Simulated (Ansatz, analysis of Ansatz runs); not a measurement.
# Can an added hole hop between F atoms in NaAsF6 (R-3)?, part 3 of 3

Question: does an added hole stay on the F atom where it is started in NaAsF6 (R-3), and if so, how high is the barrier for a hop to another F site nearby? Model: a cell of 64 host atoms.

Ansatz 0.2.0; plane-wave PAW DFT, PBEsol+U; relaxation of all atoms of a supercell at fixed charge in a uniform background; PAW set soft_1.

So far. Step 3 (The hole on the first site): The largest changes of the moments are 0.96 μB on F12, 0.00 μB on F47 and 0.00 μB on F39. The largest part sits on the chosen site. Step 4 (The hole on the second site): The largest changes of the moments are 0.96 μB on F47, 0.00 μB on F12 and 0.00 μB on F4. The largest part sits on the chosen site.

**5. Points on the line between the two structures**

Level of this step: plane-wave PAW DFT, PBEsol+U; single point of a supercell at fixed charge in a uniform background; PAW set soft_1 (Ansatz).

All atoms move on the straight line between the two relaxed structures, 10.37 amu^1/2 Å long in mass-weighted terms. Each point starts from the state of the point before, once from either end, so that both localised states can be followed; the midpoint is also started with the carrier shared.

A.x0500/input.yaml reads:

```yaml
crystal:
  lattice:
    - [5.38841838, 3.1110048, 9.4462889]
    - [-5.38841838, 3.1110048, 9.4462889]
    - [0.0, -6.22200961, 9.4462889]
  atoms:
    - { symbol: Na, position: [0.243936, 0.257462, 0.253412] }
    - { symbol: As, position: [-0.000189, -0.001084, 0.001019] }
[... 9 atom lines left out ...]
    - { symbol: F, position: [0.456337, 0.309708, 0.623825], spin: 1.0 }
    - { symbol: F, position: [0.34673, 0.09578, 0.942119] }
[... 16 atom lines left out ...]
    - { symbol: F, position: [0.400135, 0.562852, 0.64095] }
[... 16 atom lines left out ...]
    - { symbol: F, position: [0.543668, 0.190194, 0.875626] }
    - { symbol: F, position: [0.653276, 0.404117, 0.557342] }
[... 10 atom lines left out ...]
    - { symbol: F, position: [0.599872, 0.937047, 0.858514] }
[... 4 atom lines left out ...]
    - { symbol: F, position: [0.640481, 0.892791, 0.571708] }
total_charge: 1
basis:
  ecutwfc: 420
  xc_grid: 2
hamiltonian:
  xc: pbesol
  hubbard:
    sites: [{ species: F, l: p, u_eff: 8.0 }]
    projectors: ortho-atomic
  pseudopotentials: { kind: paw, azcp: { folder: soft_1 }, xc_functional: pbe }
kpoints:
  mp_grid: { grid: [1, 1, 1] }
magnetization:
  spin_polarized: true
  initial_magnetization: 1
  spin_locking: { lock_magnetization: hard }
scf:
  occupations: { method: fermi_dirac, width: 0.01 }
  max_iter: 120
  lower_state_search: "off"
output:
  forces: true
  eigenvalues: true
  eigenstates: { localisation: true }
  write_density: true
  write_potential: true
  volumetric_format: npy
checkpoint:
  read: "../A.x0375.run"
  write: "../A.x0500.run"
  compress: false
  write_wavefunctions: true
  write_every: 100000
```

Run with:

```
> ansatz run input.yaml --threads 8 --pin off --max-ram 17899MiB --backend cpu --events-out ev --progress --plain --runs-dir out
```

Numbers of over 12 decimals in the logs are rounded to 6 here.

The program printed:

```text
[...]
Warning: checkpoint.read: the run can stay near the saved state's solution: 64 site(s) moved relative to the saved geometry (max |Δs| = 1.023e-2 fractional); [...]
[...]
Crystal: 64 atoms, lattice volume = 950.111 Å³
Basis set: ecut = 420 eV, 18475 PW (Γ), exchange–correlation on 160×160×160 points (8 copies of the dense FFT grid, shifted against one another)
Bands: 328, of which v1, the nominal top of the filled ones, is band 264 counted from 1 (263 counted from 0)
Symmetry: 1 space group operations
[...]
k-points: 1
[...]
Starting moments: Σ|m| = 1 μB on 1 of 64 sites; this step starts from the density that it was given
[...]
iter 1 solved again at ethr=6.81e-5 eV; its pass at ethr=3.10e-3 eV (dr2=3.59e-1 eV) is discarded
[...]
SCF iter  21: F=-88682.296591 eV  HF=-88682.296591 eV  |F-HF|=4.86e-9  |Δ(HF+E_count)|=   4.31e-8  Δρ=1.74e-6 (↑7.12e-7 ↓1.74e-6)  dr2=1.68e-8  dr2_m=5.99e-9  M=1.000 μB ∫|m|=1.070 μB  ethr=6.42e-12  ⟨swp⟩=5.0  Hψ=3589  notcnv=0
SCF 1 converged in 21 iterations: F = -88682.296591 eV  dr2 = 1.68e-8
[...]
SCF converged after 21 iterations
[...]
Magnetization: 1.0000 μB (264.0000 up, 263.0000 down)
Absolute magnetization: 1.0724 μB (∫|ρ↑−ρ↓|, with the PAW one-centre terms)
[...]
Per-site moments (μB) at R_I (Å): [(4.0180968020000393e-7, 0.931496), (-9.552825887136025e-7, 0.701659), (2.697280399207751e-6, 0.703411), [... 61 left out ...]
Free energy (F): -88682.296591 eV
[...]
Internal energy: -88682.296591 eV  (E = F + TS)
E sigma→0 (E₀):  -88682.296591 eV
Fermi energy:    -1.750167 (↑ -0.527697, ↓ -1.750167) eV
[...]
--- Forces (eV/Å), atoms counted from 1 ---
  atom   1  Na     0.13839344     0.16441279    -0.09789320
  atom   2  As    -0.20792773    -0.00931012    -0.21887368
  [... 6 atoms left out ...]
  atom   9  Na    -0.06258720    -0.47489263    -0.20063702
  [... 2 atoms left out ...]
  atom  12  F      0.29771006    -0.42680958    -0.13591991
  atom  13  F     -0.15321124    -0.14284038    -0.50090736
  [... 16 atoms left out ...]
  atom  30  F      0.04431119    -0.42962376    -0.34970225
  [... 3 atoms left out ...]
  atom  34  As    -2.16711334     2.72777150     2.67220304
  [... 6 atoms left out ...]
  atom  41  Na    -0.14576273    -0.57715379    -0.26324968
  [... 5 atoms left out ...]
  atom  47  F      1.28791031    -1.54186896    -1.61058476
  atom  48  F     -0.35368991    -0.06310788    -0.57067294
  [... 9 atoms left out ...]
  atom  58  As    -0.04246842     2.27810291     1.89882829
  atom  59  F      0.49898403     0.33474927    -0.50277928
  [... 5 atoms left out ...]
  max |Σ_I F_I| component: 6.50e-5 eV/Å
--- Band table (eV) ---
[...]
Occupation matrices written to <dir>
```

Run time: 23 s. Hardware: 8 threads of Arm Neoverse V2, shared host; peak memory 2.1 GiB.

From eigenstates.tsv, first k-point; energies on the run's zero. The participation number counts the atoms that a state is spread over, of 64; bands count from 0.

| spin | band | energy (eV) | occupation | participation | largest share on | share |
| --- | --- | --- | --- | --- | --- | --- |
| down | 257 | -4.464 | 1.00 | 4.9 | F43 | 0.31 |
| down | 258 | -4.414 | 1.00 | 5.0 | F4 | 0.31 |
| down | 259 | -4.383 | 1.00 | 4.5 | F4 | 0.33 |
| down | 260 | -2.900 | 1.00 | 1.5 | F47 | 0.81 |
| down | 261 | -2.675 | 1.00 | 1.1 | F47 | 0.93 |
| down | 262 | -2.540 | 1.00 | 1.2 | F47 | 0.92 |
| down | 263 | -0.960 | 0.00 | 1.1 | F12 | 0.94 |
| down | 264 | 1.664 | 0.00 | 4.7 | As58 | 0.39 |
| down | 265 | 3.759 | 0.00 | 6.1 | As34 | 0.33 |
| down | 266 | 4.353 | 0.00 | 32.1 | As42 | 0.09 |
| down | 267 | 4.613 | 0.00 | 10.8 | As42 | 0.20 |
| up | 258 | -4.464 | 1.00 | 4.9 | F43 | 0.31 |
| up | 259 | -4.414 | 1.00 | 5.0 | F4 | 0.31 |
| up | 260 | -4.383 | 1.00 | 4.5 | F4 | 0.33 |
| up | 261 | -2.933 | 1.00 | 1.5 | F47 | 0.81 |
| up | 262 | -2.782 | 1.00 | 1.1 | F47 | 0.93 |
| up | 263 | -2.659 | 1.00 | 1.1 | F47 | 0.94 |
| up | 264 | 1.604 | 0.00 | 4.7 | As58 | 0.39 |
| up | 265 | 3.756 | 0.00 | 6.1 | As34 | 0.33 |
| up | 266 | 4.351 | 0.00 | 32.0 | As42 | 0.09 |
| up | 267 | 4.613 | 0.00 | 10.8 | As42 | 0.20 |
| up | 268 | 4.714 | 0.00 | 8.9 | As10 | 0.27 |

Under PBEsol+U (8 eV) at the zone centre alone, the highest filled state is spin down, spread over 1 of 64 atoms, and the lowest empty one, 1.58 eV above it, is spin down, spread over 1 of 64 atoms.

The largest moments in the atoms' spheres: F12 0.91, F47 0.02, F35 0.00, F21 0.00, As58 0.00, F39 0.00 μB.

Spin density in the bc plane at fractional x = 0.500, through the centre, with atoms of F and As within 0.45 Å of it.

Ten even steps from '0' (-0.01 e/Å³) to '9' (0.52 e/Å³), each cell a mean:
```
00000000000000000000000000000000
00000000000000000000000000000000
00000000000000000000000000000000
00000000000000000000000000000000
00000000000000000000000000000000
00000000000000000000000000000000
00000000000000000000000000000000
00000000331000000000000000000000
00000000296100000000000000000000
00000000153000000000000000000000
00000000144100000000000000000000
00000000001100000000000000000000
00000000000000000000000000000000
00000000000000000000000000000000
00000000000000000000000000000000
00000000000000000000000000000000
00000000000000000000000000000000
00000000000000000000000000000000
00000000000000000000000000000000
00000000000000000000000000000000
00000000000000000000000000000000
00000000000000000000000000000000
00000000000000000000000000000000
00000000000000000000000000000000
```
Columns run along b (11.3 Å), rows up along c (11.3 Å). Atoms in or near the plane, at fractional coordinates: F at (0.31, 0.62), As at (0.99, 0.01), As at (0.00, 0.50), F at (0.19, 0.88), As at (0.50, 0.00), As at (0.51, 0.49).

Valence density in the bc plane at fractional x = 0.500, through the centre, with atoms of F and As within 0.45 Å of it. It is the smooth field of the valence electrons, not physical close to the nuclei.

Ten steps, logarithmic in the rise over the least value, from '_' (0 e/Å³) to '@' (31 e/Å³), each cell a mean:
```
%%++::....::..____________..::**%%##--::::::..____________..--##
--::....::====--..__________..::--==::::------..__________..::::
........::==**++--..________............::----::____________..::
..________..--==--..______________________......______________..
____________........____________________________________________
________________________________________________________________
________________________________________________________________
______________..::..____________________________________________
..____________::==++==..______......____________..::::....____..
....__________..--**++--........::::..__________..::----::......
++::..__________..::----::..::====--..____________..------::==**
@@##::....____________......--##@@%%--..____________....::::++@@
@@##==::::::..______________..++%%@@**::::::..____________..::**
--==::::--==--..____________....--++==::------..____________..::
........::----::..____________..........::--==--..__________....
..________......__________________________..::::..______________
________________________________________________________________
________________________________________________________________
________________________________________________________________
________________________________________________....____________
..______________..::::..______......__________..::----....__....
....____________..--==--::....::......__________::--==--::::::::
==....____________..------::++**++::..____________..----::--**##
%%==..______________..::::::**@@@@**::....____________....--##@@
```
Columns run along b (11.3 Å), rows up along c (11.3 Å). Atoms in or near the plane, at fractional coordinates: F at (0.31, 0.62), As at (0.99, 0.01), As at (0.00, 0.50), F at (0.19, 0.88), As at (0.50, 0.00), As at (0.51, 0.49).

Electrostatic potential energy in the bc plane at fractional x = 0.500, through the centre, with atoms of F and As within 0.45 Å of it. With pseudopotentials it is smooth inside the atoms' cores, unlike the true potential.

Values in eV, 13 rows by 16 columns, each cell a mean:
```
-10  -9   0   1  10   9   4  -9  -4 -15  -5   6   8   7   0 -10
 -1   1  -1 -17   2  10   9   5  -1  -2   0   3   8   8   7   4
  8   7   8   7   8   9   9   9   8   7   8   8   9   8   8   8
  8   8   7   6   6   7   7   8   8   8   8   9   9   8   8   8
  6   8   7   3 -16  -5   2   2   5   7   8   8   7   4   3   3
 -9   3   7   6  -7 -13  -8 -16 -11   0   7   8   6  -8 -11 -12
  4 -11   2   7   6   3  -3 -12   6 -13   1   7   8   7  -3  -6
-11 -12 -11  -1   8   7   5  -2 -11 -16 -12  -6   7   8   7  -2
  6   5   6   7   8   8   7   7   4   2   3   2   7   8   8   8
  9   8   8   9   9   8   8   8   8   7   7   7   8   8   8   9
  8   9   9   9   8   7   6   7   8   8   8   8   6   6   5   7
  1   8   9   9   4  -8  -5  -8   0   7   8   8  -2 -10 -10  -9
 -8   0   9  10   9   0 -11  -3  -5  -4   7   8   7   1 -14   2
```
Columns run along b (11.3 Å; values clipped at the 3rd and 97th percentile), rows up along c (11.3 Å). Atoms in or near the plane, at fractional coordinates: F at (0.31, 0.62), As at (0.99, 0.01), As at (0.00, 0.50), F at (0.19, 0.88), As at (0.50, 0.00), As at (0.51, 0.49).

Free energies from the first end:

| started from | fraction | energy (eV) | moment change on F12 (μB) | on F47 (μB) |
| --- | --- | --- | --- | --- |
| first site | 0 | 0.000 | 0.96 | 0.00 |
| first site | 0.125 | 0.159 | 0.96 | 0.00 |
| first site | 0.25 | 0.554 | 0.95 | 0.00 |
| first site | 0.375 | 1.091 | 0.94 | 0.01 |
| first site | 0.5 | 1.714 | 0.91 | 0.03 |
| first site | 0.625 | 1.091 | 0.01 | 0.94 |
| second site | 0.875 | 0.159 | 0.00 | 0.96 |
| second site | 0.75 | 0.554 | 0.00 | 0.95 |
| second site | 0.625 | 1.091 | 0.01 | 0.94 |
| second site | 0.5 | 1.713 | 0.03 | 0.91 |
| second site | 0.375 | 1.091 | 0.94 | 0.01 |
| shared | 0.5 | 1.879 | 0.48 | 0.48 |
| second site | 1 | 0.000 | 0.00 | 0.96 |

**6. Results**

- barrier forward: 1.71 eV
- barrier backward: 1.71 eV
- distance of the two sites without the carrier: 3.37 Å
- carrier at the midpoint: on one site

In words: On this line the hole must cross 1.71 eV to hop 3.37 Å; both ends have the same energy within 0.005 eV. At the midpoint the lowest state found keeps the carrier on one site, so the two localised curves cross in a cusp. This suggests weak coupling and a hop slower than the barrier alone implies, though U itself penalises the shared state. With an assumed attempt frequency of 1e13 per second the rate at 300 K would be 2e-16 per second for this barrier, if every crossing succeeded. A straight line need not be the lowest path, so the true barrier at this U can be lower, or higher if the ends can still break their symmetry. A shorter hop, 2.42 Å to F35, was not computed. No run compares the localised hole with one spread in the band, so its binding is unknown and the barrier may exceed it. Holes in halides commonly bind two halogen atoms into a pair. A U on single atoms favours the one-atom state followed here, and no pair was tried, so these numbers may not belong to the actual polaron. The program's search for lower electronic states was switched off in all runs, so that each state is followed; none is shown to be the lowest at its structure. No image-charge correction is applied; it nearly cancels along the line while the charge stays localised. Limits: sampling at the zone centre alone can move energies of charged and open-shell states by tenths of an eV or more in cells of this size; gap and trapping depend on the U chosen (F p 8.0 eV).

[Logs are printed without paths, hosts, clocks, repeated set-up lines and the standing remarks that a program may print on its own settings, such as how far it seeks lower states.]

[Hosts, paths, dates, database ids (printed as entryN), source tags and the programs' standing remarks are cut or masked in the printed files.]
